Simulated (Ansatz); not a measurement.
**Work function of Rh(110): what the settings cost and change**

Aim: the work function of Rh(110) across levels of theory at one geometry.

Method: plane-wave DFT, PBE, Ansatz PAW, in the first sound run; inputs show where later runs differ, in Ansatz 0.2.0.

The experiments to compare with:

For Rh (clean (110) face, a compiled value), “Anisotropic work function of elemental crystals” (2019, arxiv:1902.07811) quotes earlier work: work function (clean (110) face, a compiled value) 4.86 eV.

Report form: inputs, costs, results and the conclusion, without the logs.

## (1) The structure

The cell holds 7 atoms: 7 Rh. Cell: a = 3.800 Å, b = 2.687 Å, c = 26.061 Å, α = 90.0°, β = 90.0°, γ = 90.0°. Vacuum lies along c.

Coordinates:

```cif
data_structure
_symmetry_space_group_name_H-M 'P 1'
_symmetry_Int_Tables_number 1
_cell_length_a 3.8000
_cell_length_b 2.6870
_cell_length_c 26.0610
_cell_angle_alpha 90.000
_cell_angle_beta 90.000
_cell_angle_gamma 90.000
_cell_volume 266.10
loop_
_atom_site_label
_atom_site_type_symbol
_atom_site_fract_x
_atom_site_fract_y
_atom_site_fract_z
_atom_site_occupancy
Rh1 Rh 0.00000 0.00000 0.34534 1
Rh2 Rh 0.50000 0.50000 0.39690 1
Rh3 Rh 0.00000 0.00000 0.44845 1
Rh4 Rh 0.50000 0.50000 0.50000 1
Rh5 Rh 0.00000 0.00000 0.55155 1
Rh6 Rh 0.50000 0.50000 0.60310 1
Rh7 Rh 0.00000 0.00000 0.65466 1
```

## (2) Slab, setting PBE, Ansatz PAW (420 eV)

A work function rests on the faint tail of the density, so the SCF threshold is tight. PBE on the default files comes first; the next runs keep the geometry and change functional or files, each at the cutoff that its files recommend; a relaxation and, for heavy metals, spin-orbit coupling close the ladder.

Contents of input.yaml:

```yaml
crystal:
  lattice:
    - [3.8, 0.0, 0.0]
    - [0.0, 2.6870057685, 0.0]
    - [0.0, 0.0, 26.0610173055]
  atoms:
    - { symbol: Rh, position: [0.0, 0.0, 0.3453433876] }
    - { symbol: Rh, position: [0.5, 0.5, 0.3968955917] }
    - { symbol: Rh, position: [0.0, 0.0, 0.4484477959] }
    - { symbol: Rh, position: [0.5, 0.5, 0.5] }
    - { symbol: Rh, position: [0.0, 0.0, 0.5515522041] }
    - { symbol: Rh, position: [0.5, 0.5, 0.6031044083] }
    - { symbol: Rh, position: [0.0, 0.0, 0.6546566124] }
kpoints:
  mp_grid: { grid: [11, 15, 1] }
hamiltonian:
  xc: pbe
scf:
  occupations: { method: fermi_dirac, width: 0.1 }
  convergence: { dr2_threshold: 1.0e-09 }
efield:
  axis: 3
  dipole_correction: true
  ramp_position: 0.97
  ramp_width: 0.06
output:
  write_potential: true
  write_density: true
  volumetric_format: npy
  elf: true
```

Run with:

```
ansatz run input.yaml --threads 4 --pin off --max-ram 6144MiB --backend cpu --events-out ev --progress --plain --runs-dir out
```

Elapsed: 67 s, on 4 threads of Arm Neoverse N1, shared host; peak memory 1.2 GiB; 4 min of CPU time.

This step gave:

* energy at zero smearing: -44817.0068 eV
* work function, upper face: 4.678 eV

Running mean over 1.344 Å of the planar mean; the ramp of the sawtooth is left out. The electron's electrostatic potential energy less the Fermi level by z:

| z (Å) | electron's electrostatic potential energy less the Fermi level (eV) |
| --- | --- |
| 3.5 | 4.68 |
| 4.0 | 4.68 |
| 4.5 | 4.68 |
| 5.0 | 4.68 |
| 5.5 | 4.67 |
| 6.0 | 4.65 |
| 6.5 | 4.59 |
| 7.0 | 4.36 |
| 7.5 | 3.47 |
| 8.0 | -0.188 |
| 8.5 | -6.67 |
| 9.0 | -11.4 |
| 9.5 | -12.6 |
| 10.0 | -13.0 |
| 10.5 | -13.1 |
| 11.0 | -13.2 |
| 11.5 | -13.2 |
| 12.0 | -13.2 |
| 12.5 | -13.2 |
| 13.0 | -13.2 |
| 13.5 | -13.2 |
| 14.0 | -13.2 |
| 14.5 | -13.2 |
| 15.0 | -13.2 |
| 15.5 | -13.2 |
| 16.0 | -13.0 |
| 16.5 | -12.7 |
| 17.0 | -11.7 |
| 17.5 | -7.43 |
| 18.0 | -0.905 |
| 18.5 | 3.22 |
| 19.0 | 4.30 |
| 19.5 | 4.57 |
| 20.0 | 4.65 |
| 20.5 | 4.67 |
| 21.0 | 4.68 |
| 21.5 | 4.68 |
| 22.0 | 4.68 |
| 22.5 | 4.68 |
| 23.0 | 4.68 |

ELF in the ca plane at fractional y = 0.000, with atoms of Rh within 0.2 Å of it. It is the smooth field of the valence electrons, not physical close to the nuclei.

Ten even steps from '0' (0.00) to '9' (0.77), each cell a mean:
```
00001259996333799843359995234899841100000000
00001136764332477523336763233577521000000000
00000112333333333233333333333333211000000000
00000111233333322233332223333322110000000000
00000112233333222233332222333322110000000000
00000111233333222233332223333322110000000000
00000112233333322233332223333322111000000000
00001124543333355323324543333355321000000000
00001248985333689633348984233689731100000000
00001269997334899843369996334899841100000000
```
Columns run along c (16.0 Å, from fractional 0.23 to 0.85 of the cell), rows up along a (3.8 Å). Atoms in or near the plane, at fractional coordinates: Rh at (0.35, 0.00), Rh at (0.45, 0.00), Rh at (0.55, 0.00), Rh at (0.65, 0.00).

Valence density in the ca plane at fractional y = 0.000, with atoms of Rh within 0.2 Å of it. It is the smooth field of the valence electrons, not physical close to the nuclei.

Values in units of 1e0 e/Å³, 6 rows by 16 columns, each cell a mean:
```
0.0 0.1 3.1 5.6 0.5 5.6 3.1 0.9 7.0 1.2 2.4 6.3 0.3 0.0 0.0 0.0
0.0 0.0 0.3 0.6 0.3 0.6 0.5 0.3 0.7 0.3 0.4 0.6 0.1 0.0 0.0 0.0
0.0 0.0 0.1 0.2 0.3 0.2 0.2 0.3 0.2 0.3 0.3 0.1 0.0 0.0 0.0 0.0
0.0 0.0 0.1 0.2 0.3 0.2 0.3 0.3 0.2 0.3 0.3 0.1 0.0 0.0 0.0 0.0
0.0 0.0 0.8 1.4 0.3 1.4 0.9 0.4 1.7 0.5 0.7 1.5 0.1 0.0 0.0 0.0
0.0 0.1 4.4 7.8 0.5 7.7 4.3 1.1 9.7 1.6 3.3 8.8 0.4 0.0 0.0 0.0
```
Columns run along c (16.0 Å, from fractional 0.23 to 0.85 of the cell), rows up along a (3.8 Å). Atoms in or near the plane, at fractional coordinates: Rh at (0.35, 0.00), Rh at (0.45, 0.00), Rh at (0.55, 0.00), Rh at (0.65, 0.00).

Electrostatic potential energy in the ca plane at fractional y = 0.000, with atoms of Rh within 0.2 Å of it. With pseudopotentials it is smooth inside the atoms' cores, unlike the true potential.

Ten even steps from '0' (-79 eV) to '9' (10 eV), each cell a mean:
```
99999961004897300279851015897200379999999999
99999985457998644689985357998644699999999999
99999998889999988999998889999988999999999999
99999999999999999999999999999999999999999999
99999999999999999999999999999999999999999999
99999999999999999999999999999999999999999999
99999999999999999999999999999999999999999999
99999997678999866899987678999866899999999999
99999973126998511489962126998411489999999999
99999950003897200169840004897100279999999999
```
Columns run along c (16.0 Å, from fractional 0.23 to 0.85 of the cell; values clipped at the 3rd and 97th percentile), rows up along a (3.8 Å). Atoms in or near the plane, at fractional coordinates: Rh at (0.35, 0.00), Rh at (0.45, 0.00), Rh at (0.55, 0.00), Rh at (0.65, 0.00).

The work function is 4.678 eV.

## (3) Run

This step: plane-wave DFT, LDA, Ansatz PAW (Ansatz 0.2.0).

Changes to input.yaml since step 2:

```diff
@@ -16,3 +16,3 @@
 hamiltonian:
-  xc: pbe
+  xc: lda
 scf:
@@ -29,2 +29 @@
   volumetric_format: npy
-  elf: true
```

The job ended after 71 s (4 threads; peak memory 1.2 GiB).

The work function is 5.059 eV, +0.381 eV from the run “PBE, Ansatz PAW (420 eV)”, at 1.1 times its CPU time.

## (4) Run

This step: plane-wave DFT, PBEsol, Ansatz PAW (Ansatz 0.2.0).

Changes to input.yaml since step 3:

```diff
@@ -16,3 +16,3 @@
 hamiltonian:
-  xc: lda
+  xc: pbesol
 scf:
```

Elapsed: 72 s, on 4 threads; peak memory 1.2 GiB; 4.3 min of CPU time.

The work function is 4.787 eV, +0.108 eV from the run “PBE, Ansatz PAW (420 eV)”, at 1.1 times its CPU time.

## (5) Slab

This step: plane-wave DFT, RPBE, Ansatz PAW (Ansatz 0.2.0).

Changes to input.yaml since step 4:

```diff
@@ -16,3 +16,3 @@
 hamiltonian:
-  xc: pbesol
+  xc: rpbe
 scf:
```

Elapsed: 70 s, on 4 threads; peak memory 1.2 GiB.

The work function is 4.499 eV, -0.179 eV from the run “PBE, Ansatz PAW (420 eV)”, at 1.1 times its CPU time.

## (6) Slab

This step: plane-wave DFT, r2SCAN, Ansatz PAW (Ansatz 0.2.0).

Changes to input.yaml since step 5:

```diff
@@ -16,3 +16,3 @@
 hamiltonian:
-  xc: rpbe
+  xc: r2scan
 scf:
```

Run time: 3.5 min. Hardware: 4 threads; peak memory 1.8 GiB; 12 min of CPU time.

The work function is 4.657 eV, -0.021 eV from the run “PBE, Ansatz PAW (420 eV)”, at 3.0 times its CPU time.

## (7) Run

This step: plane-wave DFT, PBE, JTH PAW (Ansatz 0.2.0).

Changes to input.yaml since step 6:

```diff
@@ -16,3 +16,4 @@
 hamiltonian:
-  xc: r2scan
+  xc: pbe
+  pseudopotentials: { kind: paw, source: jth }
 scf:
```

Wall time 34 min (4 threads); peak memory 5.2 GiB.

Residual by cycle:

cycle, log10 residual and a bar from the least value:
```
        1        1.1 ##############################
        2        0.5 #############################
        3       -0.5 ##########################
        5       -2.8 ####################
        6       -4.0 #################
        7       -5.1 ###############
        8       -6.1 ############
        9       -7.2 ##########
       10       -8.0 #######
       12      -11.0 
       13      -11.1 
       14       -7.7 ########
```

The run was cut off at its time limit.

After 14 cycles the residual stands at 2.1e-8.

## (8) Run

This step: plane-wave DFT, PBE, norm-conserving (Ansatz 0.2.0).

Changes to input.yaml since step 7:

```diff
@@ -17,3 +17,3 @@
   xc: pbe
-  pseudopotentials: { kind: paw, source: jth }
+  pseudopotentials: { kind: nc }
 scf:
```

Run time: 5.2 min. Hardware: 4 threads; peak memory 4.4 GiB; 20 min of CPU time.

The work function is 4.679 eV, +0.001 eV from the run “PBE, Ansatz PAW (420 eV)”, at 5.1 times its CPU time.

## (9) Run

This step: plane-wave DFT, LDA, norm-conserving (Ansatz 0.2.0).

Changes to input.yaml since step 8:

```diff
@@ -16,3 +16,3 @@
 hamiltonian:
-  xc: pbe
+  xc: lda
   pseudopotentials: { kind: nc }
```

The job ended after 4.7 min (4 threads; peak memory 4.4 GiB; 18 min of CPU time).

The work function is 5.061 eV, +0.382 eV from the run “PBE, Ansatz PAW (420 eV)”, at 4.6 times its CPU time.

## (10) Slab, setting PBE, all layers relaxed

This step: plane-wave DFT, PBE, Ansatz PAW (Ansatz 0.2.0).

Changes to input.yaml since step 9:

```diff
@@ -16,4 +16,3 @@
 hamiltonian:
-  xc: lda
-  pseudopotentials: { kind: nc }
+  xc: pbe
 scf:
@@ -26,2 +25,5 @@
   ramp_width: 0.06
+relax:
+  f_tol: 0.01
+  max_steps: 40
 output:
```

Run time: 3.3 min. Hardware: 4 threads; peak memory 1.1 GiB.

The relaxation took 5 steps and lowered the energy by 0.079 eV; the largest force on the free atoms ends at 0.0024 eV/Å.

The work function is 4.697 eV, +0.018 eV from the run “PBE, Ansatz PAW (420 eV)”, at 3.3 times its CPU time.

## (11) Slab

This step: plane-wave DFT, PBE, fully relativistic PAW with spin-orbit coupling (Ansatz 0.2.0).

Changes to input.yaml since step 10:

```diff
@@ -17,2 +17,3 @@
   xc: pbe
+  pseudopotentials: { kind: paw_fr }
 scf:
@@ -25,5 +26,5 @@
   ramp_width: 0.06
-relax:
-  f_tol: 0.01
-  max_steps: 40
+magnetization:
+  noncollinear: true
+  spin_orbit: true
 output:
```

Run time: 9.2 min. Hardware: 4 threads; peak memory 5 GiB; 35 min of CPU time.

The work function is 4.672 eV, -0.007 eV from the run “PBE, Ansatz PAW (420 eV)”, at 8.9 times its CPU time.

## (12) Comparing the runs

Times are for 4 threads of Arm Neoverse N1, shared host. The runs compared:

| no. | setting | work function, upper face (eV) | time | memory (GiB) |
| --- | --- | --- | --- | --- |
| 1 | PBE, Ansatz PAW (420 eV) | 4.678 | 67 s | 1.2 |
| 2 | LDA, Ansatz PAW (420 eV) | 5.059 | 71 s | 1.2 |
| 3 | PBEsol, Ansatz PAW (420 eV) | 4.787 | 72 s | 1.2 |
| 4 | RPBE, Ansatz PAW (420 eV) | 4.499 | 70 s | 1.2 |
| 5 | r2SCAN, Ansatz PAW (500 eV) | 4.657 | 3.5 min | 1.8 |
| 6 | PBE, norm-conserving (1197 eV) | 4.679 | 5.2 min | 4.4 |
| 7 | LDA, norm-conserving (1197 eV) | 5.061 | 4.7 min | 4.4 |
| 8 | PBE, all layers relaxed | 4.697 | 3.3 min | 1.1 |
| 9 | PBE with spin-orbit coupling (420 eV) | 4.672 | 9.2 min | 5.0 |

## (13) A changed input

This step: plane-wave DFT, PBE, Ansatz PAW (Ansatz 0.2.0).

An input spoilt on purpose, to show how the run answers: it repeats the earlier run “PBE, Ansatz PAW (420 eV)” with kpoints.mp_grid.grid from [11, 15, 1] to [1, 1, 1], and scf.max_iter set to 60; its output block differs too.

Changes to input.yaml since step 11:

```diff
@@ -14,6 +14,5 @@
 kpoints:
-  mp_grid: { grid: [11, 15, 1] }
+  mp_grid: { grid: [1, 1, 1] }
 hamiltonian:
   xc: pbe
-  pseudopotentials: { kind: paw_fr }
 scf:
@@ -21,2 +20,3 @@
   convergence: { dr2_threshold: 1.0e-09 }
+  max_iter: 60
 efield:
@@ -26,5 +26,2 @@
   ramp_width: 0.06
-magnetization:
-  noncollinear: true
-  spin_orbit: true
 output:
```

Elapsed: 7 s, on 4 threads; peak memory 0.34 GiB; 5.9 s of CPU time.

| quantity | this run | earlier run | difference |
| --- | --- | --- | --- |
| work function, upper face (eV) | 5.921 | 4.678 | 1.2 |

It moves by +1.24 eV.

The fault (one k-point for a small cell) shows in the results, which are not taken further.

## (14) Summary of results

```json
{"work function, PBE, Ansatz PAW (420 eV)": "4.678 eV", "work function, LDA, Ansatz PAW (420 eV)": "5.059 eV", "work function, RPBE, Ansatz PAW (420 eV)": "4.499 eV", "work function, r2SCAN, Ansatz PAW (500 eV)": "4.657 eV", "work function, LDA, norm-conserving (1197 eV)": "5.061 eV", "work function, PBE, all layers relaxed": "4.697 eV", "work function, PBE with spin-orbit coupling (420 eV)": "4.672 eV"}
```

**Reading.** PBE on the default files gives 4.68 eV, and the settings tried spread the value from 4.50 to 5.06 eV. At one geometry LDA lies 0.38 eV above PBE. The choice of pseudopotentials moves the PBE value by 0.001 eV. Relaxing the layers changes it by +0.018 eV. Spin-orbit coupling, on the fully relativistic files, changes it by -0.01 eV. The ladder's slabs use the tabulated experimental lattice constant (two decimals; a low-temperature value for the alkali metals).

Comparison with the measured values:

```
                                               quantity  measured  PBE, Ansatz PAW (420 eV)  PBEsol, Ansatz PAW (420 eV)  RPBE, Ansatz PAW (420 eV)  LDA, norm-conserving (1197 eV)  PBE, all layers relaxed  PBE with spin-orbit coupling (420 eV)
work function (clean (110) face, a compiled value) (eV)      4.86           4.68 (-0.18 eV)              4.79 (-0.07 eV)            4.50 (-0.36 eV)                 5.06 (+0.20 eV)          4.70 (-0.16 eV)                        4.67 (-0.19 eV)
```

Measured values from arxiv:1902.07811 (2019).

Verdict: For the work function, of the levels listed nearest comes PBEsol, Ansatz PAW (420 eV) (-0.07 eV, good agreement) and farthest RPBE, Ansatz PAW (420 eV) (-0.36 eV, a clear miss).

[Long decimals in the printed logs are rounded to 6 places.]

[Logs are printed without paths, hosts, clocks, repeated set-up lines and the standing remarks that a program may print on its own settings, such as how far it seeks lower states.]

[Hosts, paths, dates, database ids (printed as entryN), source tags and the programs' standing remarks are cut or masked in the printed files.]

[Maps of the electrostatic potential energy from Ansatz leave out the sawtooth potential of an applied field or a dipole correction, so their vacuum need not be flat; planar profiles and work functions include it.]
